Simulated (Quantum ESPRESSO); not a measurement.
# KMgF3 (Pm-3m): how pressure shifts the optical phonon

Aim: the Grüneisen parameter and the pressure coefficient of an optical mode of KMgF3 (Pm-3m).

Method: DFT PBEsol, scalar-relativistic, plane waves, GBRV ultrasoft pseudopotentials, in Quantum ESPRESSO 7.5.

## Step 1: Set-up

The structure is cubic, space group Pm-3m (No. 221). Conventional cell: a = 3.989 Å, b = 3.989 Å, c = 3.989 Å, α = 90.00°, β = 90.00°, γ = 90.00°. K has 12 F at 2.82 Å nearest. Nearest to Mg lie 6 F at 1.99 Å. Nearest to F lie 2 Mg at 1.99 Å and 4 K at 2.82 Å. Farther neighbours and most contacts between anions are not listed.

This is the cell after its relaxation at this level of theory, not the database cell from which that began.

## Step 2: Runs at several volumes

The relaxed cell is scaled uniformly; in this structure symmetry fixes all atoms, so nothing has to be relaxed anew. Each volume gets a ground state and a response at Γ. The mode followed is the highest one without the macroscopic field, of symmetry T1u; longitudinal polar modes lie higher. Cutoff 55 Ry, k mesh 8×8×8.

From the response at V/V₀ = 0.97:

Output:

```text
[banners, grids, parts of the stress and lines that vanish by symmetry left out]
Program PHONON v.7.5
     Reading xml data from directory:

[...]
Exchange-correlation= PBESOL
                           (   1   4  10   8   0   0   0)
[...]
kinetic-energy cut-off    =      55.0000  Ry
     charge density cut-off    =     440.0000  Ry
     convergence threshold     =      1.0E-18
[...]
Exchange-correlation= PBESOL
                           (   1   4  10   8   0   0   0)
[...]
q = (   0.0000000   0.0000000   0.0000000 )
     49 Sym.Ops. (with q -> -q+G )
     G cutoff =  620.7317  (  64589 G-vectors)     FFT grid: ( 50, 50, 50)
     G cutoff =  310.3658  (  22983 G-vectors)  smooth grid: ( 36, 36, 36)
     number of k points=    35
[...]
Mode symmetry, O_h (m-3m)  point group:
[...]
Dielectric constant
[...]
End of electric fields calculation
          Dielectric constant in cartesian axis
          (       2.128090564       0.000000000       0.000000000 )
          (       0.000000000       2.128090564       0.000000000 )
          (       0.000000000       0.000000000       2.128090564 )
          Effective charges (d Force / dE) in cartesian axis without acoustic sum rule applied (asr)
           atom    1  K     Mean Z*:        1.19218
      Ex  (        1.19218        0.00000        0.00000 )
      Ey  (        0.00000        1.19218        0.00000 )
      Ez  (        0.00000        0.00000        1.19218 )
           atom    2  Mg    Mean Z*:        1.99431
      Ex  (        1.99431        0.00000        0.00000 )
      Ey  (        0.00000        1.99431        0.00000 )
      Ez  (        0.00000        0.00000        1.99431 )
           atom    3  F     Mean Z*:       -1.06013
      Ex  (       -1.25757        0.00000        0.00000 )
      Ey  (        0.00000       -0.96141        0.00000 )
      Ez  (        0.00000        0.00000       -0.96141 )
           atom    4  F     Mean Z*:       -1.06013
      Ex  (       -0.96141        0.00000        0.00000 )
      Ey  (        0.00000       -1.25757        0.00000 )
      Ez  (        0.00000        0.00000       -0.96141 )
           atom    5  F     Mean Z*:       -1.06013
      Ex  (       -0.96141        0.00000        0.00000 )
      Ey  (        0.00000       -0.96141        0.00000 )
      Ez  (        0.00000        0.00000       -1.25757 )
          Effective charges Sum: Mean:        0.00610
[...]
Effective charges (d Force / dE) in cartesian axis with asr applied:
           atom    1  K     Mean Z*:        1.19096
[...]
atom    2  Mg    Mean Z*:        1.99309
[...]
atom    3  F     Mean Z*:       -1.06135
[...]
Dielectric constant in cartesian axis
          (       2.128090564       0.000000000       0.000000000 )
          (       0.000000000       2.128090564       0.000000000 )
          (       0.000000000       0.000000000       2.128090564 )
          Effective charges (d Force / dE) in cartesian axis without acoustic sum rule applied (asr)
           atom    1  K     Mean Z*:        1.19218
      Ex  (        1.19218        0.00000        0.00000 )
      Ey  (        0.00000        1.19218        0.00000 )
      Ez  (        0.00000        0.00000        1.19218 )
           atom    2  Mg    Mean Z*:        1.99431
      Ex  (        1.99431        0.00000        0.00000 )
      Ey  (        0.00000        1.99431        0.00000 )
      Ez  (        0.00000        0.00000        1.99431 )
           atom    3  F     Mean Z*:       -1.06013
      Ex  (       -1.25757        0.00000        0.00000 )
      Ey  (        0.00000       -0.96141        0.00000 )
      Ez  (        0.00000        0.00000       -0.96141 )
           atom    4  F     Mean Z*:       -1.06013
      Ex  (       -0.96141        0.00000        0.00000 )
      Ey  (        0.00000       -1.25757        0.00000 )
      Ez  (        0.00000        0.00000       -0.96141 )
           atom    5  F     Mean Z*:       -1.06013
      Ex  (       -0.96141        0.00000        0.00000 )
      Ey  (        0.00000       -0.96141        0.00000 )
      Ez  (        0.00000        0.00000       -1.25757 )
          Effective charges Sum: Mean:        0.00610
[...]
Effective charges (d Force / dE) in cartesian axis with asr applied:
           atom    1  K     Mean Z*:        1.19096
[...]
atom    2  Mg    Mean Z*:        1.99309
[...]
atom    3  F     Mean Z*:       -1.06135
[...]
atom    4  F     Mean Z*:       -1.06135
[...]
atom    5  F     Mean Z*:       -1.06135
[...]
q = (    0.000000000   0.000000000   0.000000000 )
[...]
freq (    1) =      -0.335185 [THz] =     -11.180581 [cm-1]
     freq (    2) =      -0.335185 [THz] =     -11.180581 [cm-1]
     freq (    3) =      -0.335185 [THz] =     -11.180581 [cm-1]
     freq (    4) =       4.649132 [THz] =     155.078342 [cm-1]
     freq (    5) =       4.649132 [THz] =     155.078342 [cm-1]
     freq (    6) =       4.649132 [THz] =     155.078342 [cm-1]
     freq (    7) =       5.577068 [THz] =     186.030947 [cm-1]
     freq (    8) =       5.577068 [THz] =     186.030947 [cm-1]
     freq (    9) =       5.577068 [THz] =     186.030947 [cm-1]
     freq (   10) =       8.506848 [THz] =     283.757906 [cm-1]
     freq (   11) =       8.506848 [THz] =     283.757906 [cm-1]
     freq (   12) =       8.506848 [THz] =     283.757906 [cm-1]
     freq (   13) =      14.925815 [THz] =     497.871587 [cm-1]
     freq (   14) =      14.925815 [THz] =     497.871587 [cm-1]
     freq (   15) =      14.925815 [THz] =     497.871587 [cm-1]
[...]
Mode symmetry, O_h (m-3m)  point group:
     freq (   1-   3) =        -11.2  [cm-1]   --> T_1u G_15  G_4- I
     freq (   4-   6) =        155.1  [cm-1]   --> T_1u G_15  G_4- I
     freq (   7-   9) =        186.0  [cm-1]   --> T_2u G_25  G_5-
     freq (  10-  12) =        283.8  [cm-1]   --> T_1u G_15  G_4- I
     freq (  13-  15) =        497.9  [cm-1]   --> T_1u G_15  G_4- I

   JOB DONE.
```

One volume, V/V₀ = 1.03, is held back as a test.

```
V/V₀  volume (Å³/atom)  pressure (GPa)   ω (cm⁻¹)
0.97            12.318            2.43     497.87
   1            12.699            0.06     463.16
1.03            13.080           -1.95  held back
1.06            13.461           -3.66     398.21
```

## Step 3: The fit

The mode Grüneisen parameter is γ = −d ln ω / d ln V.

```
ln(V/V₀)    ln ω
 -0.0305  6.2103
  0.0000  6.1381
  0.0583  5.9870
```

A straight line through these points has the slope -2.527, so γ = 2.53; at V/V₀ = 1.03 it predicts ω = exp(6.1352 − 0.0747) = 428.60 cm⁻¹.

A parabola of pressure against ln V through V/V₀ = 0.97, 1 and 1.03 gives the bulk modulus B = −dP/d ln V = 73 GPa at V₀. With ω₀ from the fitted line the pressure coefficient follows as dω/dP = γ ω₀ / B = 2.53 × 461.8 / 73 = 16.0 cm⁻¹/GPa.

## Step 4: The run that was held back

Output:

```text
[banners, grids, parts of the stress and lines that vanish by symmetry left out]
[banner, memory and clock lines left out]
Program PHONON v.7.5

[...]
Exchange-correlation= PBESOL
                           (   1   4  10   8   0   0   0)
[...]
kinetic-energy cut-off    =      55.0000  Ry
     charge density cut-off    =     440.0000  Ry
     convergence threshold     =      1.0E-18
[...]
Exchange-correlation= PBESOL
                           (   1   4  10   8   0   0   0)
[...]
q = (   0.0000000   0.0000000   0.0000000 )
     49 Sym.Ops. (with q -> -q+G )
     G cutoff =  646.0720  (  68891 G-vectors)     FFT grid: ( 54, 54, 54)
     G cutoff =  323.0360  (  24303 G-vectors)  smooth grid: ( 36, 36, 36)
     number of k points=    35
[...]
Mode symmetry, O_h (m-3m)  point group:
[...]
Dielectric constant
[...]
End of electric fields calculation
          Dielectric constant in cartesian axis
          (       2.098982676       0.000000000       0.000000000 )
          (       0.000000000       2.098982676       0.000000000 )
          (       0.000000000       0.000000000       2.098982676 )
          Effective charges (d Force / dE) in cartesian axis without acoustic sum rule applied (asr)
           atom    1  K     Mean Z*:        1.18607
      Ex  (        1.18607        0.00000        0.00000 )
      Ey  (        0.00000        1.18607        0.00000 )
      Ez  (        0.00000        0.00000        1.18607 )
           atom    2  Mg    Mean Z*:        2.01264
      Ex  (        2.01264        0.00000        0.00000 )
[...]
Ey  (        0.00000       -0.95444        0.00000 )
      Ez  (        0.00000        0.00000       -1.28404 )
          Effective charges Sum: Mean:        0.00579
[...]
Effective charges (d Force / dE) in cartesian axis with asr applied:
           atom    1  K     Mean Z*:        1.18491
[...]
atom    2  Mg    Mean Z*:        2.01148
[...]
atom    3  F     Mean Z*:       -1.06546
[...]
atom    4  F     Mean Z*:       -1.06546
[...]
atom    5  F     Mean Z*:       -1.06546
[...]
q = (    0.000000000   0.000000000   0.000000000 )
[...]
freq (    1) =      -0.512906 [THz] =     -17.108700 [cm-1]
     freq (    2) =      -0.512906 [THz] =     -17.108700 [cm-1]
     freq (    3) =      -0.512906 [THz] =     -17.108700 [cm-1]
     freq (    4) =       3.938745 [THz] =     131.382407 [cm-1]
     freq (    5) =       3.938745 [THz] =     131.382407 [cm-1]
     freq (    6) =       3.938745 [THz] =     131.382407 [cm-1]
     freq (    7) =       5.288208 [THz] =     176.395648 [cm-1]
     freq (    8) =       5.288208 [THz] =     176.395648 [cm-1]
     freq (    9) =       5.288208 [THz] =     176.395648 [cm-1]
     freq (   10) =       8.362202 [THz] =     278.933039 [cm-1]
     freq (   11) =       8.362202 [THz] =     278.933039 [cm-1]
     freq (   12) =       8.362202 [THz] =     278.933039 [cm-1]
     freq (   13) =      12.890807 [THz] =     429.991028 [cm-1]
     freq (   14) =      12.890807 [THz] =     429.991028 [cm-1]
     freq (   15) =      12.890807 [THz] =     429.991028 [cm-1]
[...]
Mode symmetry, O_h (m-3m)  point group:
     freq (   1-   3) =        -17.1  [cm-1]   --> T_1u G_15  G_4- I
     freq (   4-   6) =        131.4  [cm-1]   --> T_1u G_15  G_4- I
     freq (   7-   9) =        176.4  [cm-1]   --> T_2u G_25  G_5-
     freq (  10-  12) =        278.9  [cm-1]   --> T_1u G_15  G_4- I
     freq (  13-  15) =        430.0  [cm-1]   --> T_1u G_15  G_4- I
```

It gives 429.99 cm⁻¹ against the predicted 428.60 cm⁻¹, a miss of 1 cm⁻¹.

## Step 5: What came out

| Property | Result |
| --- | --- |
| mode Grüneisen parameter | 2.527 |
| bulk modulus | 72.8 GPa |
| pressure coefficient | 16.0 cm⁻¹/GPa |

What this shows: The highest optical mode of KMgF3 (Pm-3m) without the LO-TO term stiffens by 16.0 cm⁻¹ a GPa near the relaxed volume, with γ = 2.53. The power law meets all 4 runs within 0.33 %; between neighbouring volumes γ runs from 2.37 to 2.67. Such a coefficient turns a measured shift of this mode into a hydrostatic stress; uniaxial or biaxial stress splits the mode and needs deformation potentials. Runs of the series that gave no result are left out: vol0.94-ph (timeout). The acoustic modes of the response miss zero by 17 cm⁻¹, a numerical error that can touch the optical modes as well. These are harmonic values at zero temperature for the structure held cubic, which a run at Γ can't show to be stable; the bulk modulus rests on three points.

[Host names and launcher messages were left out of these logs when they were recorded.]

[Logs are printed without paths, hosts, clocks, repeated set-up lines and the standing remarks that a program may print on its own settings, such as how far it seeks lower states.]

[Hosts, paths, dates, database ids (printed as entryN), source tags and the programs' standing remarks are cut or masked in the printed files.]
